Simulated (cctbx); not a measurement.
## From intensities to atoms

Cell a = 9.3050 Å, b = 9.3050 Å, c = 6.8240 Å, α = 90.00°, β = 90.00°, γ = 120.00°; space group P6_3/mcm (no. 193); content Pb6 Sm10 Ni2.

The data are simulated with cctbx, not measured: Mo Kα, λ = 0.71073 Å, to d = 0.75 Å, 80 % of the full sphere, strongest reflection 5000 counts, noise from counting, a 2 % proportional error and a noise floor of 2 counts (s.d.); no absorption, and some extinction, which the refinements don't model.

Charge flipping in P1 on plain amplitudes to 0.9 Å, δ = 0.9 σ, 20 % of the reflections treated as weak, 200 cycles:

```text
cycle      R  skewness
    0  0.602     0.32
   16  0.396     1.55
   32  0.388     1.86
   48  0.393     3.22
   64  0.337     4.49
   80  0.344     4.46
   96  0.332     4.42
  112  0.332     4.54
  128  0.344     4.50
  144  0.337     4.43
  160  0.336     4.52
  176  0.348     4.55
  192  0.332     4.39
origin shift          correlation  skewness
 0.205  0.907  0.159      0.810      1.06
 0.792  0.481  0.164      0.791      1.03
 0.431  0.524  0.156      0.798      1.00
 0.208  0.913  0.407      0.793      0.82
taken: symmetry correlation 0.810, skewness 1.06
peak      x       y       z  mult  height/sigma
Q1    0.0000  0.3788  0.2500    6      8.8
Q2    0.0000  0.2289  0.7500    6      5.8
Q3    0.0000  0.3657  0.7500    6      4.1
Q4    0.3333  0.6667  0.0000    4      3.0
Q5    0.0000  0.0000  0.0000    2      2.7
Q6    0.1205  0.4933  0.1813   24      2.7
Q7    0.0000  0.2156  0.2500    6      2.6
Q8    0.0560  0.2971  0.5385   24      2.2
Q9    0.0000  0.4637  0.0461   12      2.1
```

The origin is taken among those within 0.04 of the best correlation, by the skewness of the map.

Run time: 0.62 s on 1 thread of Arm Neoverse V2, on a shared host, peak memory 0.07 GiB.

**Question.** Which peaks are atoms, and which elements?

Heights go roughly as Z and multiplicities must add up to the content. First model: Q1 = Pb1 (6 in the cell, height 8.8), Q2 = Sm1 (6 in the cell, height 5.8), Q4 = Sm2 (4 in the cell, height 3.0) and Q5 = Ni1 (2 in the cell, height 2.7). Against the true structure, Q1 is Pb, Q2 is Sm, Q4 is Sm and Q5 is Ni; the other peaks are not atoms.

Least squares on F², isotropic:

```text
Rint 0.048, 257 unique reflections to 0.75 A
cycle     R1     wR2    GooF  max shift (A)
   1  0.4843  0.8033  38.042   0.17965
   3  0.0138  0.0272   1.290   0.00000
final R1 0.0138 wR2 0.0272 GooF 1.290  parameters 6  data/parameter 42.8
atom        x        y        z      Ueq    occ   su(xyz)  su(Uiso or U11)
Pb1    0.00000  0.39812  0.25000   0.0037  1.000  0.00004  0.0001
Sm1    0.00000  0.24071  0.75000   0.0041  1.000  0.00005  0.0001
Sm2    0.33333  0.66667  0.00000   0.0041  1.000  0.00000  0.0001
Ni1    0.00000  0.00000  0.00000   0.0059  1.000  0.00000  0.0004
difference map: max 1.73 min -2.45 rms 0.32
Q1    0.0000  0.3545  0.2500    6    1.76  0.41 A from Pb1
Q2    0.0000  0.4502  0.2500    6    1.26  0.48 A from Pb1
Q3    0.0000  0.4000  0.1750   12    1.08  0.51 A from Pb1
Q4    0.0000  0.1393  0.6153   12    0.99  1.32 A from Sm1
Q5    0.0000  0.0758  0.1193   12    0.83  1.08 A from Ni1
```

Anisotropic refinement:

```text
Rint 0.048, 257 unique reflections to 0.75 A
cycle     R1     wR2    GooF  max shift (A)
   1  0.0138  0.0273   1.307   0.00026
   2  0.0118  0.0235   1.127   0.00000
final R1 0.0118 wR2 0.0235 GooF 1.127  parameters 12  data/parameter 21.4
atom        x        y        z      Ueq    occ   su(xyz)  su(Uiso or U11)
Pb1    0.00000  0.39809  0.25000   0.0037  1.000  0.00003  0.0001
Sm1    0.00000  0.24071  0.75000   0.0041  1.000  0.00005  0.0002
Sm2    0.33333  0.66667  0.00000   0.0042  1.000  0.00000  0.0002
Ni1    0.00000  0.00000  0.00000   0.0057  1.000  0.00000  0.0005
difference map: max 0.98 min -1.27 rms 0.28
Q1    0.0000  0.1407  0.6179   12    0.99  1.30 A from Sm1
Q2    0.0000  0.0715  0.1107   12    0.88  1.01 A from Ni1
Q3    0.2610  0.5273  0.2500   12    0.82  2.04 A from Sm2
Q4    0.1051  0.4781  0.6208   24    0.74  2.05 A from Pb1
Q5    0.1232  0.3260  0.6493   24    0.73  1.23 A from Sm1
Q6    0.0000  0.2857  0.0737   12    0.72  1.59 A from Pb1
```

**Reading.** The refinement ends at R1 = 0.0118, wR2 = 0.0235, GooF = 1.13, with difference density between -1.27 and 0.98 e/Å³. Every site matches the true model in element, within 0.001 Å r.m.s., up to an allowed shift of origin.

True model:

| atom | mult. | x | y | z | Ueq (Å²) |
| --- | --- | --- | --- | --- | --- |
| Pb1 | 6 | 0 | 0.6019 | 1/4 | 0.0041 |
| Sm1 | 4 | 1/3 | 2/3 | 1/2 | 0.0046 |
| Sm2 | 6 | 0.2407 | 0.2407 | 3/4 | 0.0046 |
| Ni1 | 2 | 0 | 0 | 0 | 0.0063 |

The model was made for the exercise: a known structure type with other elements put in, its volume estimated, not relaxed; displacement parameters are assumed.

[Middle refinement cycles are left out of these outputs.]

[Logs are printed without paths, hosts, clocks, repeated set-up lines and the standing remarks that a program may print on its own settings, such as how far it seeks lower states.]
